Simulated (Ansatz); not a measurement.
# (ZnS)1(MgS)3 [0001] superlattice, started as wurtzite: relaxing the cell for a phonon run

Task: relax (ZnS)1(MgS)3 [0001] superlattice, started as wurtzite tightly.

Method: DFT PBE, scalar-relativistic, plane waves, PAW, in Ansatz 0.2.0.

Report form: the programs' logs are mostly left out.

The structure was built from a prototype and need not be the compound's stable phase.

## 1. Set-up

The structure is trigonal, space group P3m1 (No. 156). The conventional cell has a = 3.932 Å, b = 3.932 Å, c = 12.790 Å, α = 90.00°, β = 90.00°, γ = 120.00°. Nearest to Mg lie 4 S at 2.40 to 2.41 Å. Mg has 4 S at 2.40 to 2.41 Å nearest. S has 1 Zn at 2.40 Å and 3 Mg at 2.41 Å nearest. Nearest to S lie 4 Mg at 2.40 to 2.41 Å. S has 4 Mg at 2.40 to 2.41 Å nearest. Farther neighbours and most contacts between anions are not listed.

Structure file:

```cif
data_structure
_symmetry_space_group_name_H-M 'P 1'
_symmetry_Int_Tables_number 1
_cell_length_a 3.9325
_cell_length_b 3.9325
_cell_length_c 12.7900
_cell_angle_alpha 90.000
_cell_angle_beta 90.000
_cell_angle_gamma 120.000
_cell_volume 171.29
loop_
_atom_site_label
_atom_site_type_symbol
_atom_site_fract_x
_atom_site_fract_y
_atom_site_fract_z
_atom_site_occupancy
Mg1 Mg 0.66667 0.33333 0.25000 1
Mg2 Mg 0.33333 0.66667 0.50000 1
Mg3 Mg 0.66667 0.33333 0.75000 1
S4 S 0.33333 0.66667 0.18750 1
S5 S 0.66667 0.33333 0.43750 1
S6 S 0.33333 0.66667 0.68750 1
S7 S 0.66667 0.33333 0.93750 1
Zn8 Zn 0.33333 0.66667 0.00000 1
```

## 2. Probe on a coarse mesh

First a cheap look: the gap decides the mesh and the occupations, the pressure tells how far the cell has to move.

File input.yaml:

```yaml
crystal:
  lattice:
    - [3.9325, 0.0, 0.0]
    - [-1.96625, 3.40564, 0.0]
    - [0.0, 0.0, 12.79]
  atoms:
    - { symbol: Mg, position: [0.666667, 0.333333, 0.25] }
    - { symbol: Mg, position: [0.333333, 0.666667, 0.5] }
    - { symbol: Mg, position: [0.666667, 0.333333, 0.75] }
    - { symbol: S, position: [0.333333, 0.666667, 0.1875] }
    - { symbol: S, position: [0.666667, 0.333333, 0.4375] }
    - { symbol: S, position: [0.333333, 0.666667, 0.6875] }
    - { symbol: S, position: [0.666667, 0.333333, 0.9375] }
    - { symbol: Zn, position: [0.333333, 0.666667, 0.0] }
kpoints:
  mp_grid: { grid: [6, 6, 2] }
hamiltonian:
  xc: pbe
scf:
  occupations: { method: gaussian, width: 0.1 }
output:
  forces: true
  stress: true
  eigenvalues: true
```

On the command line:

```sh
$ ansatz run input.yaml --threads 4 --pin off --max-ram 14336MiB --backend cpu --events-out ev --progress --plain --runs-dir out
```

Wall time 2.8 s (4 threads of Arm Neoverse V1, shared host); peak memory 0.44 GiB.

This step gave:

```yaml
pressure: 2.859 GPa
gap_on_the_k_mesh: 2.818 eV
volume_per_atom: 21.41 Å³
direct_gap_on_mesh: 2.818 eV
```

The coarse mesh shows a gap of 2.82 eV and a pressure of 2.9 GPa.

## 3. Rough relaxation

The start is far from rest, so a relaxation with loose tolerances brings it close first.

Edit input.yaml of step 2 so:

```diff
@@ -24 +24,6 @@
   eigenvalues: true
+relax:
+  adjacent_minimum: "off"
+  f_tol: 0.05
+  max_steps: 80
+  cell: { stress_tol: 0.5 }
```

Elapsed: 9.9 s, on 4 threads; peak memory 0.47 GiB; 38 s of CPU time.

Step by step:

| step | energy less that of the first step (eV) | largest force component (eV/Å) | pressure (GPa) | volume (Å³) |
| --- | --- | --- | --- | --- |
| 1 | 0.0000 | 0.6787 | 2.86 | 171.29 |
| 2 | -0.1052 | 0.1063 | 0.85 | 176.46 |
| 3 | -0.1143 | 0.0211 | 0.09 | 178.74 |
| 4* | -0.1151 | 0.0211 | 0.09 | 178.74 |

Relaxation steps marked * repeat the geometry before them on a plane-wave basis chosen anew for their cell, so energy and pressure can jump there.

The run keeps the 6 symmetry operations that it works with, so distortions that break them were not tested.

| conventional cell, symmetrised | before | after | change |
| --- | --- | --- | --- |
| a (Å) | 3.932 | 3.994 | +1.6 % |
| b (Å) | 3.932 | 3.994 | +1.6 % |
| c (Å) | 12.790 | 12.941 | +1.2 % |
| volume (Å³/atom) | 21.41 | 22.34 | +4.4 % |

The atoms that moved most (Å, as changes of fractional coordinates times the final cell):

| atom | dx | dy | dz | length |
| --- | --- | --- | --- | --- |
| S7 | 0.000 | 0.000 | 0.091 | 0.091 |
| Mg1 | 0.000 | 0.000 | -0.066 | 0.066 |
| S4 | 0.000 | 0.000 | -0.061 | 0.061 |
| Mg3 | 0.000 | 0.000 | 0.043 | 0.043 |
| S5 | 0.000 | 0.000 | -0.027 | 0.027 |
| S6 | 0.000 | 0.000 | 0.027 | 0.027 |
| Mg2 | 0.000 | 0.000 | -0.011 | 0.011 |

Numbers from this step:

| Quantity | Value |
| --- | --- |
| pressure | 0.09293 GPa |
| gap on the k-mesh | 2.659 eV |
| volume per atom | 22.34 Å³ |
| direct gap on mesh | 2.659 eV |

In this step the volume went from 21.41 to 22.34 Å³/atom.

## 4. Relaxation

Harmonic phonons are second derivatives at a point where the forces vanish, and they are wanted at zero stress, so atoms and cell are relaxed first.

File input.yaml:

```yaml
crystal:
  lattice:
    - [3.9936554852, 0.0, 0.0]
    - [-1.9968277426, 3.4586071042, 0.0]
    - [0.0, 0.0, 12.940762149]
  atoms:
    - { symbol: Mg, position: [0.6666666667, 0.3333333333, 0.2448947773] }
    - { symbol: Mg, position: [0.3333333333, 0.6666666667, 0.4991788233] }
    - { symbol: Mg, position: [0.6666666667, 0.3333333333, 0.7532942638] }
    - { symbol: S, position: [0.3333333333, 0.6666666667, 0.1827498007] }
    - { symbol: S, position: [0.6666666667, 0.3333333333, 0.4354314052] }
    - { symbol: S, position: [0.3333333333, 0.6666666667, 0.689562196] }
    - { symbol: S, position: [0.6666666667, 0.3333333333, 0.9445558245] }
    - { symbol: Zn, position: [0.3333333333, 0.6666666667, 0.0003329091] }
kpoints:
  mp_grid: { grid: [6, 6, 2] }
hamiltonian:
  xc: pbe
scf:
  occupations: { method: gaussian, width: 0.02 }
output:
  forces: true
  stress: true
  eigenvalues: true
  write_density: true
  write_potential: true
  elf: true
  volumetric_format: npy
relax:
  adjacent_minimum: "off"
  f_tol: 0.005
  max_steps: 80
  cell: { stress_tol: 0.05 }
```

Wall time 9.6 s (4 threads); peak memory 0.48 GiB.

Little changed from the start: no atom moved by 0.005 Å and no cell edge by 0.1 %.

This step gave:

```
pressure           : -7.01e-4 GPa
gap on the k-mesh  : 2.653 eV
volume per atom    : 22.38 Å³
direct gap on mesh : 2.653 eV
```

ELF in the ac plane at fractional y = 0.667, with atoms of Mg and S and Zn within 0.2 Å of it. It is the smooth field of the valence electrons, not physical close to the nuclei.

Ten even steps from '0' (0.00) to '9' (0.87), each cell a mean:
```
42100001246777
53111112357777
42111111245665
10000000012332
12344443210000
57898898751001
89985589984113
89962169984114
68999999862002
25788887520000
00012210001111
30143341035665
62134431268888
75100001578888
53100002356777
21000000123443
01223322110000
47888888741001
89986689973103
89961159984114
68998899862002
24566665420000
11111111111111
21100001124444
```
Columns run along a (4.0 Å), rows up along c (12.9 Å). Atoms in or near the plane, at fractional coordinates: Mg at (0.33, 0.50), S at (0.33, 0.18), S at (0.33, 0.69), Zn at (0.33, 0.00).

Valence density in the ac plane at fractional y = 0.667, with atoms of Mg and S and Zn within 0.2 Å of it. It is the smooth field of the valence electrons, not physical close to the nuclei.

Ten steps, logarithmic in the rise over the least value, from '0' (0 e/Å³) to '9' (21 e/Å³), each cell a mean:
```
11368863111111
11112211111111
00000000000000
00000000000000
00000000000000
01122221100000
12333333210000
12332233210000
01233332100000
00112211000000
00023320000000
00379972000000
11268862111111
10001100011111
00000000001111
00000000000000
00000000000000
01122221100000
12333333210000
12332233210000
11233332100000
00122221000000
00234431100000
11379973110000
```
Columns run along a (4.0 Å), rows up along c (12.9 Å). Atoms in or near the plane, at fractional coordinates: Mg at (0.33, 0.50), S at (0.33, 0.18), S at (0.33, 0.69), Zn at (0.33, 0.00).

Electrostatic potential energy in the ac plane at fractional y = 0.667, with atoms of Mg and S and Zn within 0.2 Å of it. With pseudopotentials it is smooth inside the atoms' cores, unlike the true potential.

Ten even steps from '0' (-34 eV) to '9' (9 eV), each cell a mean:
```
98410015899999
99876678999999
99999999999999
99999999999999
99999999999999
99987789998888
98511115899889
98302203799999
99743347999999
99988889999999
98764467899999
98400005799999
98510016899999
99876678999999
99999999999999
99999999999999
99999999999999
99988889998888
98621126899889
98302203799999
99632237899999
99987789999999
99753347999999
97300004799999
```
Columns run along a (4.0 Å; values clipped at the 3rd and 97th percentile), rows up along c (12.9 Å). Atoms in or near the plane, at fractional coordinates: Mg at (0.33, 0.50), S at (0.33, 0.18), S at (0.33, 0.69), Zn at (0.33, 0.00).

In this step the volume went from 22.34 to 22.38 Å³/atom.

## 5. Relaxing to small forces for the phonons

Phonons need a cell at rest on their own settings, so the relaxation is repeated with tight tolerances on forces and stress, using the mesh and the filling of the phonon run that follows.

File input.yaml:

```yaml
crystal:
  lattice:
    - [3.9957656268, 0.0, 0.0]
    - [-1.9978828134, 3.4604345404, 0.0]
    - [0.0, 0.0, 12.948925429]
  atoms:
    - { symbol: Mg, position: [0.6666666667, 0.3333333333, 0.2447131453] }
    - { symbol: Mg, position: [0.3333333333, 0.6666666667, 0.4990350157] }
    - { symbol: Mg, position: [0.6666666667, 0.3333333333, 0.7531329803] }
    - { symbol: S, position: [0.3333333333, 0.6666666667, 0.1828496795] }
    - { symbol: S, position: [0.6666666667, 0.3333333333, 0.4354646995] }
    - { symbol: S, position: [0.3333333333, 0.6666666667, 0.6896313236] }
    - { symbol: S, position: [0.6666666667, 0.3333333333, 0.9446036795] }
    - { symbol: Zn, position: [0.3333333333, 0.6666666667, 0.0005694766] }
kpoints:
  mp_grid: { grid: [6, 6, 2] }
hamiltonian:
  xc: pbe
scf:
  occupations: { method: fixed }
output:
  forces: true
  stress: true
  eigenvalues: true
relax:
  adjacent_minimum: "off"
  f_tol: 0.001
  max_steps: 60
  cell: { stress_tol: 0.01 }
```

The job ended after 7.6 s (4 threads; peak memory 0.48 GiB).

Little changed from the start: no atom moved by 0.005 Å and no cell edge by 0.1 %.

This step gave:

```
pressure : -1.35e-4 GPa
```

The largest force component left is 0.93 meV/Å and the pressure is 0.000 GPa, within the tolerances set. The cell now holds 22.38 Å³/atom.

## 6. Outcome

| Property | Result |
| --- | --- |
| space group after relaxation (within 0.01 Å) | P3m1 |
| lattice constant a | 3.996 Å |
| lattice constant b | 3.996 Å |
| lattice constant c | 12.949 Å |
| volume per atom | 22.4 Å³ |
| gap on the k-mesh | 2.65 eV |

**Reading.** The largest force component left is 0.93 meV/Å and the pressure is 0.000 GPa, within the tolerances set. The cell now holds 22.38 Å³/atom. The relaxation keeps the symmetry of its start, so it says nothing on stability against lower symmetry. The starting cell was built on a prototype and not taken from a measurement, so the phase need not exist.

[Logs are printed without paths, hosts, clocks, repeated set-up lines and the standing remarks that a program may print on its own settings, such as how far it seeks lower states.]

[Hosts, paths, dates, database ids (printed as entryN), source tags and the programs' standing remarks are cut or masked in the printed files.]
